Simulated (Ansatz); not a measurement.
## NaSrH3 (model cell, started as cubic perovskite with Sr in the octahedra): a soft mode frozen in

Aim: this structure of NaSrH3 (model cell, started as cubic perovskite with Sr in the octahedra) is to be tested for unstable modes, and one is followed downhill.

Method: DFT PBEsol, scalar-relativistic, plane waves, PAW; PAW set soft_1, in Ansatz 0.2.0.

The structure was built from a prototype and need not be the compound's stable phase.

## 1. Starting point

The structure is cubic, space group Pm-3m (No. 221). The conventional cell has a = 4.642 Å, b = 4.642 Å, c = 4.642 Å, α = 90.00°, β = 90.00°, γ = 90.00°. Nearest to Na lie 12 H at 3.28 Å. Sr has 6 H at 2.32 Å nearest. H has 2 Sr at 2.32 Å nearest. Farther neighbours are not listed.

## 2. Response at finite wavevector

The cell comes from relaxations at this level that are not shown. Stability and thermal properties need the whole zone. Linear response on a 4×4×4 q mesh gives force constants as far as a supercell of that size would, and the tensors from the zone-centre run are typed in so that the long-range dipole term is interpolated apart.

File input.yaml:

```yaml
crystal:
  lattice:
    - [4.6424375156, 0.0, 0.0]
    - [0.0, 4.6424375156, 0.0]
    - [0.0, 0.0, 4.6424375156]
  atoms:
    - { symbol: Na, position: [0.0, 0.0, 0.0] }
    - { symbol: Sr, position: [0.5, 0.5, 0.5] }
    - { symbol: H, position: [0.5, 0.5, 0.0] }
    - { symbol: H, position: [0.5, 0.0, 0.5] }
    - { symbol: H, position: [0.0, 0.5, 0.5] }
kpoints:
  mp_grid: { grid: [8, 8, 8] }
hamiltonian:
  xc: pbesol
  pseudopotentials: { kind: paw, azcp: { folder: soft_1 }, xc_functional: pbe }
scf:
  occupations: { method: fixed }
output:
  eigenvalues: true
phonons:
  method: dfpt
  qmesh: [4, 4, 4]
  temperatures: { t_max: 1000, t_step: 50 }
  qpath:
    path:
      - [[0.0, 0.0, 0.0], [0.0, 0.5, 0.0], [0.5, 0.5, 0.0], [0.0, 0.0, 0.0], [0.5, 0.5, 0.5], [0.0, 0.5, 0.0]]
      - [[0.5, 0.5, 0.5], [0.5, 0.5, 0.0]]
    npoints: 10
  non_analytic_term:
    high_frequency_dielectric_tensor: [[3.5554, 0.0, 0.0], [0.0, 3.5554, 0.0], [0.0, 0.0, 3.5554]]
    born_effective_charges:
      - { species: Na, tensor: [[1.3275, 0.0, 0.0], [0.0, 1.3275, 0.0], [0.0, 0.0, 1.3275]] }
      - { species: Sr, tensor: [[1.6354, 0.0, 0.0], [0.0, 1.6354, 0.0], [0.0, 0.0, 1.6354]] }
      - { species: H, tensor: [[-0.9645, 0.0, 0.0], [0.0, -0.9645, 0.0], [0.0, 0.0, -1.0338]] }
      - { species: H, tensor: [[-0.9645, 0.0, 0.0], [0.0, -1.0338, 0.0], [0.0, 0.0, -0.9645]] }
      - { species: H, tensor: [[-1.0338, 0.0, 0.0], [0.0, -0.9645, 0.0], [0.0, 0.0, -0.9645]] }
    source: "zone-centre run at this cell"
```

Launch:

```
$ ansatz run input.yaml --threads 4 --pin off --max-ram 16384MiB --backend cpu --events-out ev --progress --plain --runs-dir out
```

Numbers of over 12 decimals in the logs are rounded to 6 here.

Log:

```text
Engine: ansatz 0.2.0, aarch64-unknown-linux-gnu
Pseudopotentials: kind: paw
Pseudopotential: Na, paw, valence charge 9, recommended cutoff 420 eV (normal), soft_1/Na.paw.azcp
Pseudopotential: Sr, paw, valence charge 10, recommended cutoff 420 eV (normal), soft_1/Sr.paw.azcp
Pseudopotential: H, paw, valence charge 1, recommended cutoff 420 eV (normal), soft_1/H.paw.azcp
Functional definition: PBEsol
  exchange = pbesol_x
  correlation = pbesol_c
Crystal: 5 atoms, lattice volume = 100.055 Å³
Basis set: ecut = 420 eV, 1935 PW (Γ), exchange–correlation on 64×64×64 points (8 copies of the dense FFT grid, shifted against one another)
Bands: 16, of which v1, the nominal top of the filled ones, is band 11 counted from 1 (10 counted from 0)
Symmetry: 48 space group operations
k-points: 35 of 512
Non-local potential: Na, projectors of the file, l = 0: 3, l = 1: 2, l = 2: 1
Non-local potential: Sr, projectors of the file, l = 0: 3, l = 1: 2, l = 2: 2
Non-local potential: H, projectors of the file, l = 0: 2, l = 1: 1
PAW form: soft (Blöchl's): semilocal exchange-correlation on the pseudo side does not see the compensation charge
PAW frozen core: Na, regenerated for the run's functional, and the local potential with it (the file was generated under x = pbe(κ = 0.804, μ = 0.219515), c = pbe(β = 0.066725))
PAW frozen core: Sr, regenerated for the run's functional, and the local potential with it (the file was generated under x = pbe(κ = 0.804, μ = 0.219515), c = pbe(β = 0.066725))
PAW one-centre angular grid: Na, 110 points (default); XC on 64 Gauss nodes
PAW one-centre angular grid: Sr, 110 points (default); XC on 64 Gauss nodes
PAW one-centre angular grid: H, 110 points (default); XC on 64 Gauss nodes
Initial density: superposition of atomic densities (chi_scale 0.1, normalization cell, long waves kept (reshape's long-wave potential 0.00 eV rms))
Initial wavefunctions: pseudopotential atomic-orbital guess
Functional: x = pbesol(κ = 0.804, μ = 0.123457), c = pbesol(β = 0.046)
SCF iter   1: F=—  HF=-5017.248579 eV  |F-HF|=—  |Δ(HF+E_count)|=         —  Δρ=5.20e-2  dr2=3.94e0  ethr=3.10e-3  ⟨swp⟩=5.8  Hψ=2924  notcnv=0  defer=58
preconditioner: auto → Resta (q_TF=auto, 2.120 Å⁻¹)  ε∞=2.7  [insulator: Δε(μ)=3.233 eV  Ē_g=6.949 eV  n_scr=18 (ndim 8)  ℏωp=9.1 eV  f_vac=0.000  ε∞_Penn≈2.7]
SCF iter   2: F=—  HF=-5016.095655 eV  |F-HF|=—  |Δ(HF+E_count)|=    1.15e0  Δρ=2.07e-2  dr2=9.33e-1  ethr=3.10e-3  ⟨swp⟩=2.5  Hψ=1070  notcnv=0  defer=89
SCF iter   3: F=—  HF=-5015.777426 eV  |F-HF|=—  |Δ(HF+E_count)|=   3.18e-1  Δρ=4.64e-3  dr2=3.13e-2  ethr=3.10e-3  ⟨swp⟩=2.9  Hψ=796  notcnv=0  defer=87
SCF iter   4: F=—  HF=-5015.772262 eV  |F-HF|=—  |Δ(HF+E_count)|=   5.16e-3  Δρ=1.90e-3  dr2=2.47e-3  ethr=1.42e-4  ⟨swp⟩=3.1  Hψ=1075  notcnv=0  defer=92
SCF iter   5: F=—  HF=-5015.771252 eV  |F-HF|=—  |Δ(HF+E_count)|=   1.01e-3  Δρ=3.04e-4  dr2=1.23e-4  ethr=1.12e-5  ⟨swp⟩=2.5  Hψ=1025  notcnv=0  defer=94
SCF iter   6: F=—  HF=-5015.771290 eV  |F-HF|=—  |Δ(HF+E_count)|=   3.82e-5  Δρ=7.41e-5  dr2=7.97e-6  ethr=5.61e-7  ⟨swp⟩=2.8  Hψ=898  notcnv=0  defer=91
SCF iter   7: F=—  HF=-5015.771300 eV  |F-HF|=—  |Δ(HF+E_count)|=   1.05e-5  Δρ=6.78e-6  dr2=5.64e-8  ethr=3.62e-8  ⟨swp⟩=2.0  Hψ=639  notcnv=0  defer=89
SCF iter   8: F=—  HF=-5015.771297 eV  |F-HF|=—  |Δ(HF+E_count)|=   3.26e-6  Δρ=1.95e-6  dr2=4.57e-9  ethr=2.56e-10  ⟨swp⟩=2.1  Hψ=920  notcnv=0  defer=71
SCF iter   9: F=—  HF=-5015.771297 eV  |F-HF|=—  |Δ(HF+E_count)|=   2.27e-9  Δρ=1.76e-7  dr2=4.30e-11  ethr=2.08e-11  ⟨swp⟩=2.0  Hψ=633  notcnv=0  defer=72
SCF iter  10: F=-5015.771297 eV  HF=-5015.771297 eV  |F-HF|=9.09e-13  |Δ(HF+E_count)|=  7.55e-11  Δρ=4.25e-8  dr2=1.22e-12  ethr=1.00e-12  ⟨swp⟩=15.1  Hψ=4474  notcnv=0
SCF 1 converged in 10 iterations: F = -5015.771297 eV  dr2 = 1.22e-12
  greatest PAW one-centre occupation: 0.999 electrons in one spin orbital (limit 2), on the Na atom at site 0 (counted from 0), in its partial waves of l = 0
NSCF: frozen V_eff on 35 k-points
NSCF: frozen V_eff on 125 k-points
DFPT response loops at q = (0, 0, 0) (fractional): preconditioner auto → none (the input reference at scf.mixing.eps_inf says where Resta's filter doesn't serve); β = 0.50; Broyden in place of MSR1
NSCF: frozen V_eff on 400 k-points
DFPT response loops at q = (0, 0, 0.25) (fractional): preconditioner auto → Resta (q_TF=auto, 2.120 Å⁻¹)  ε∞=5.8 (no band partly filled); β = 1.00, the filter's whole step (`scf.mixing.beta` (0.50) is not read by the response loops at its default; to damp them type it under 1.00, their step now; it binds the ground state too); Broyden in place of MSR1
NSCF: frozen V_eff on 250 k-points
DFPT response loops at q = (0, 0, -0.5) (fractional): mixed as the last ones told, above
NSCF: frozen V_eff on 640 k-points
DFPT response loops at q = (0, 0.25, 0.25) (fractional): mixed as the last ones told, above
NSCF: frozen V_eff on 400 k-points
DFPT response loops at q = (0, 0.25, -0.5) (fractional): mixed as the last ones told, above
NSCF: frozen V_eff on 250 k-points
DFPT response loops at q = (0, -0.5, -0.5) (fractional): mixed as the last ones told, above
NSCF: frozen V_eff on 1024 k-points
DFPT response loops at q = (0.25, 0.25, 0.25) (fractional): mixed as the last ones told, above
NSCF: frozen V_eff on 640 k-points
DFPT response loops at q = (0.25, 0.25, -0.5) (fractional): mixed as the last ones told, above
NSCF: frozen V_eff on 400 k-points
DFPT response loops at q = (0.25, -0.5, -0.5) (fractional): mixed as the last ones told, above
NSCF: frozen V_eff on 250 k-points
DFPT response loops at q = (-0.5, -0.5, -0.5) (fractional): mixed as the last ones told, above
SCF converged after 10 iterations
Free energy (F): -5015.771297 eV
Harris-Foulkes:  -5015.771297 eV  (|F-HF|=9.09e-13)
Internal energy: -5015.771297 eV  (E = F + TS)
E sigma→0 (E₀):  -5015.771297 eV
Fermi energy:    1.133155 eV
--- Per-component energies (eV) ---
  E_band       = -382.865973
  E_kinetic    = 384.817757
  E_local      = -2412.431779  (includes V_loc(G=0)·N_el)
  E_nonlocal   = 514.796102
  E_hartree    = 754.030520
  E_xc         = -235.424657
  E_vxc        = -235.287476  (∫ρ·V_xc dr)
  E_paw        = -2925.095867  (= ΣΔE_a)
  E_vpaw       = -142.818838  (= ΣTr[D̂ρ^β])
  E_aug_tail   = -0.002774  (compensation charges beyond the density's cutoff)
  E_ewald      = -1096.649640
  E_core_change = 0.189042  (= ΣΔE_core)
  E_smearing   = -0.000000  (= −TS)
  E_closure    = -0.000000  (closes the sum)
  Σ components = -5015.771297   (vs F -5015.771297, Δ=0.00e0)
--- Band table (eV; the first three rows and the last of 35) ---
  k-point 0: bands = [... 7 lower, -13.7605, -2.0023, 0.2216, 0.2216, 6.6682, 7.1563, 7.1563, 7.1563, ... 1 higher]
  k-point 1: bands = [... 7 lower, -13.7598, -1.8929, 0.2421, 0.2632, 5.9778, 6.8949, 6.8949, 7.7622, ... 1 higher]
  k-point 2: bands = [... 7 lower, -13.7582, -1.6033, 0.2929, 0.3325, 5.3445, 6.5038, 6.5038, 8.0250, ... 1 higher]
  k-point 34: bands = [... 7 lower, -13.8574, 1.1332, 1.1332, 1.1332, 3.8933, 3.8933, 3.8933, 5.9331, ... 1 higher]
--- Phonons (Γ-DFPT): 4 representative perturbations + reference (Σ response iterations 14) ---
  ASR residual: 9.547e-5 → 0.000e0 eV/Å²; symmetrization residual: 7.060e-7 eV/Å²
  ASR residual per site (eV/Å²): 7.95e-5 9.55e-5 6.30e-6 6.30e-6 6.30e-6
  Γ frequencies (cm⁻¹): -346.45 -346.45 -346.45 -277.51 -277.51 -277.51 0.00 0.00 0.00 187.00 187.00 187.00 1232.77 1232.77 1232.77
--- Phonons (arbitrary-q DFPT): 10 irreducible q on the 4×4×4 mesh ---
  q = [0.0000, 0.0000, 0.0000] (star 1, of the zone-centre solve; hermiticity 2.21e-7, symmetrization 8.28e-13): -346.45 -346.45 -346.45 -277.51 -277.51 -277.51 -0.00 0.00 0.00 187.00 187.00 187.00 1232.77 1232.77 1232.77
  q = [0.0000, 0.0000, 0.2500] (star 6, 9 solved perturbations in 1560 linear systems a pass and spin channel, the states on 200 of 512 k-point pairs; hermiticity 1.34e-7, symmetrization 1.20e-13): -320.91 -320.91 -276.87 -251.22 -251.22 40.95 40.95 80.44 101.59 169.83 169.83 473.25 1232.38 1232.38 1308.97
  q = [0.0000, 0.0000, -0.5000] (star 3, 9 solved perturbations in 975 linear systems a pass and spin channel, the states on 125 of 512 k-point pairs; hermiticity 5.10e-7, symmetrization 2.55e-7): -312.50 -312.50 -208.25 -208.25 -195.44 79.23 79.23 104.44 116.30 150.00 150.00 490.96 1231.97 1231.97 1322.65
  q = [0.0000, 0.2500, 0.2500] (star 12, 9 solved perturbations in 2460 linear systems a pass and spin channel, the states on 320 of 512 k-point pairs; hermiticity 2.50e-7, symmetrization 6.12e-13): -401.54 -267.29 -239.08 -234.12 -183.24 43.21 81.84 94.28 147.38 184.98 252.41 489.94 1232.00 1245.59 1316.61
  q = [0.0000, 0.2500, -0.5000] (star 12, 15 solved perturbations on 200 of 512 k-point pairs; hermiticity 2.58e-7, symmetrization 6.56e-9): -422.45 -244.18 -232.32 -191.61 -170.98 75.98 89.92 111.87 115.59 244.46 296.80 507.73 1231.62 1249.35 1328.95
  q = [0.0000, -0.5000, -0.5000] (star 3, 9 solved perturbations in 975 linear systems a pass and spin channel, the states on 125 of 512 k-point pairs; hermiticity 3.58e-7, symmetrization 2.62e-8): -487.30 -204.01 -204.01 -158.99 -158.99 -46.98 68.64 117.31 117.31 327.89 327.89 525.52 1231.25 1259.25 1339.06
  q = [0.2500, 0.2500, 0.2500] (star 8, 4 solved perturbations in 1376 linear systems a pass and spin channel, the states on 512 of 512 k-point pairs; hermiticity 1.64e-7, symmetrization 1.84e-12): -422.99 -381.66 -381.66 -134.03 -134.03 -37.65 109.01 114.67 114.67 362.35 362.35 493.70 1245.05 1245.05 1323.95
  q = [0.2500, 0.2500, -0.5000] (star 12, 9 solved perturbations in 2460 linear systems a pass and spin channel, the states on 320 of 512 k-point pairs; hermiticity 1.57e-7, symmetrization 5.13e-9): -440.37 -398.35 -398.31 -140.95 -125.73 -66.68 109.63 118.02 146.30 394.36 424.06 508.20 1244.52 1251.23 1335.28
  q = [0.2500, -0.5000, -0.5000] (star 6, 9 solved perturbations in 1560 linear systems a pass and spin channel, the states on 200 of 512 k-point pairs; hermiticity 3.35e-7, symmetrization 9.99e-8): -490.43 -422.97 -422.97 -132.62 -132.62 -96.51 115.33 144.98 144.98 459.44 459.44 520.19 1246.59 1258.74 1344.92
  q = [-0.5000, -0.5000, -0.5000] (star 1, 4 solved perturbations in 350 linear systems a pass and spin channel, the states on 125 of 512 k-point pairs; hermiticity 5.29e-8, symmetrization 1.34e-9): -493.55 -493.55 -493.55 -129.44 -129.44 -129.44 145.79 145.79 145.79 515.21 515.21 515.21 1258.22 1258.22 1353.56
  sum rule: each row above includes the acoustic sum rule's correction from the zone centre's row sums; it moved no ω² by more than (1.30 cm⁻¹)²
  mesh force constants: q→R imaginary residual 8.99e-19; ASR residual 9.547e-5 → 0.000e0 eV/Å²; symmetrization residual 4.441e-15 eV/Å²
  interpolated dispersion: 63 rows × 15 modes
  density of states and harmonic sums: on the 16×16×16 q-mesh, interpolated from the force constants of a 4×4×4 supercell (with the dipole–dipole term of supplied tensors)
  largest difference from the sums on the solved wave vectors: F 4.04e-2 eV, S 5.40e-5 and C_V 1.36e-5 eV/K
  zero-point energy: 0.327968 eV/cell   skipped modes (ω ≤ 0): 892, of them read as no rigid motion or as one in doubt: 889 (5.374e0 modes/cell left out, lowest -493.55 cm⁻¹)   left out of the sums: 3.58e-1 of the cell's modes: C_V's classical limit lies that fraction below 3 k_B per atom; for a crystal, a wire or a layer, F and S can be off by more, and a phonons.interpolated_qmesh denser along its periods is the remedy for the sampling
```

It took 5.3 min on 4 threads of Arm Neoverse V2, shared host; peak memory 1.7 GiB; 21 min of CPU time.

In the SCF lines HF is the Harris–Foulkes energy and dr2 the Hartree energy of the density residual, in eV; the loop may stop once dr2 is under the threshold and the program's other checks hold. Hψ counts applications of the Hamiltonian.

This step gave:

```
gap on the k-mesh                                       : 1.810 eV
volume per atom                                         : 20.01 Å³
sum-rule residual before enforcement                    : 9.55e-5 eV/Å²
lowest frequency on the path                            : -493.5 cm⁻¹
point group                                             : m-3m
highest frequency on the path or at a solved wavevector : 1354 cm⁻¹
highest optical mode at the zone centre (no LO-TO term) : 1233 cm⁻¹
lowest optical zone-centre mode                         : -346.4 cm⁻¹
lowest mode on the q mesh (acoustic modes at Γ apart)   : -493.6 cm⁻¹
```

Frequencies (cm⁻¹) solved at each irreducible wavevector; negative means imaginary. Frequencies by wavevector, by row:

```tsv
q in reciprocal lattice units	star	mode 1	mode 2	mode 3	mode 4	mode 13	mode 14	mode 15
0 0 0	1	-346.4	-346.4	-346.4	-277.5	1233	1233	1233
0 0 0.25	6	-320.9	-320.9	-276.9	-251.2	1232	1232	1309
0 0 -0.5	3	-312.5	-312.5	-208.2	-208.2	1232	1232	1323
0 0.25 0.25	12	-401.5	-267.3	-239.1	-234.1	1232	1246	1317
0 0.25 -0.5	12	-422.4	-244.2	-232.3	-191.6	1232	1249	1329
0 -0.5 -0.5	3	-487.3	-204	-204	-159	1231	1259	1339
0.25 0.25 0.25	8	-423	-381.7	-381.7	-134	1245	1245	1324
0.25 0.25 -0.5	12	-440.4	-398.4	-398.3	-140.9	1244	1251	1335
0.25 -0.5 -0.5	6	-490.4	-423	-423	-132.6	1247	1259	1345
-0.5 -0.5 -0.5	1	-493.6	-493.6	-493.6	-129.4	1258	1258	1354
```

Interpolated from a 4×4×4 q mesh, with the LO-TO term (at Γ the limit along the path; where Γ stands inside the path, tables give the limit on arrival). Phonon branches along the path, in cm⁻¹:

```tsv
point	branch 1	branch 2	branch 3	branch 4	branch 12	branch 13	branch 14	branch 15
Γ	-346	-346	-346	-278	455	1233	1233	1296
halfway	-321	-321	-277	-251	473	1232	1232	1309
X	-312	-312	-208	-208	491	1232	1232	1323
halfway	-422	-244	-232	-192	508	1232	1249	1329
M	-487	-204	-204	-159	526	1231	1259	1339
halfway	-402	-267	-239	-234	490	1232	1246	1317
Γ	-346	-346	-346	-278	455	1233	1233	1296
halfway	-423	-382	-382	-134	494	1245	1245	1324
R	-494	-494	-494	-129	515	1258	1258	1354
halfway	-440	-398	-398	-141	508	1244	1251	1335
X	-312	-312	-208	-208	491	1232	1232	1323
jump to R	-494	-494	-494	-129	515	1258	1258	1354
halfway	-490	-423	-423	-133	520	1247	1259	1345
M	-487	-204	-204	-159	526	1231	1259	1339
```

Symmetry leaves 10 wavevectors to solve. The lowest mode among them, the acoustic zeros apart, lies at q = (-0.5, -0.5, -0.5) and is imaginary, 493.6i cm⁻¹, so the energy falls along it.

## 3. The mode frozen in, largest atomic shift 0 Å

The mode followed lies at q = (-0.5, -0.5, -0.5) with frequency 493.5i cm⁻¹ and is 3-fold degenerate, the softest among the wavevectors solved. At small amplitude the distorted cell has space group no. 140 by a symmetry search on the positions. The undistorted cell that holds it gives the zero of energy on the same k mesh.

System of this step: NaSrH3 (model cell, started as cubic perovskite with Sr in the octahedra). Symmetry: Pm-3m, No. 221, cubic system. Conventional cell: a = 4.642 Å, b = 4.642 Å, c = 4.642 Å, α = 90.00°, β = 90.00°, γ = 90.00°. Na has 12 H at 3.28 Å nearest. Nearest to Sr lie 6 H at 2.32 Å. H has 2 Sr at 2.32 Å nearest. Farther neighbours are not listed.

File input.yaml:

```yaml
crystal:
  lattice:
    - [4.6424375156, 4.6424375156, 0.0]
    - [4.6424375156, 0.0, 4.6424375156]
    - [4.6424375156, 0.0, -4.6424375156]
  atoms:
    - { symbol: Na, position: [0.0, 0.5, 0.5] }
    - { symbol: Na, position: [0.0, 0.0, 0.0] }
    - { symbol: Sr, position: [0.5, 0.25, 0.75] }
    - { symbol: Sr, position: [0.5, 0.75, 0.25] }
    - { symbol: H, position: [0.5, 0.5, 0.5] }
    - { symbol: H, position: [0.5, 0.0, 0.0] }
    - { symbol: H, position: [0.0, 1.0, 0.5] }
    - { symbol: H, position: [0.0, 0.5, 0.0] }
    - { symbol: H, position: [0.5, 0.0, 0.5] }
    - { symbol: H, position: [0.5, 0.5, 0.0] }
kpoints:
  mp_grid: { grid: [6, 6, 6] }
hamiltonian:
  xc: pbesol
  pseudopotentials: { kind: paw, azcp: { folder: soft_1 }, xc_functional: pbe }
scf:
  occupations: { method: gaussian, width: 0.02 }
output:
  forces: true
  stress: true
  eigenvalues: true
```

Log:

```text
[...]
Crystal: 10 atoms, lattice volume = 200.110 Å³
Basis set: ecut = 420 eV, 3839 PW (Γ), exchange–correlation on 90×90×90 points (8 copies of the dense FFT grid, shifted against one another)
Bands: 32, of which v1, the nominal top of the filled ones, is band 22 counted from 1 (21 counted from 0)
Symmetry: 96 space group operations
[...]
k-points: 16 of 216
[...]
k-point 0: bands = [... 18 lower, 0.2217, 1.1332, 1.1332, 1.1332, 3.8933, 3.8933, 3.8933, 5.9332, ... 4 higher]
  k-point 1: bands = [... 18 lower, 0.2666, 0.7956, 1.0457, 1.0457, 3.8224, 4.0760, 4.0760, 5.7688, ... 4 higher]
  k-point 2: bands = [... 18 lower, 0.3975, 0.3975, 0.8367, 0.8367, 3.8513, 4.5818, 4.5818, 4.8213, ... 4 higher]
  k-point 15: bands = [... 18 lower, 0.3664, 0.4541, 0.6211, 0.6626, 3.3914, 4.4072, 6.2193, 6.4318, ... 4 higher]
[key lines of the parts left out:]
SCF converged after 8 iterations
Free energy (F): -10031.542550 eV
Fermi energy:    2.038094 eV
P = ⅓ Tr σ = -0.0062 GPa (-0.062 kbar)
```

Run time: 1.3 s. Hardware: 4 threads; peak memory 0.5 GiB.

Numbers from this step:

```yaml
pressure: -0.006213 GPa
energy_from_the_undistorted_cell: 0 meV/atom
```

At this level the gap is 1.81 eV on the k-mesh of the self-consistent run, which can miss the band edges.

(Part 1 of 3 ends here.)

[Logs are printed without paths, hosts, clocks, repeated set-up lines and the standing remarks that a program may print on its own settings, such as how far it seeks lower states.]

[Hosts, paths, dates, database ids (printed as entryN), source tags and the programs' standing remarks are cut or masked in the printed files.]
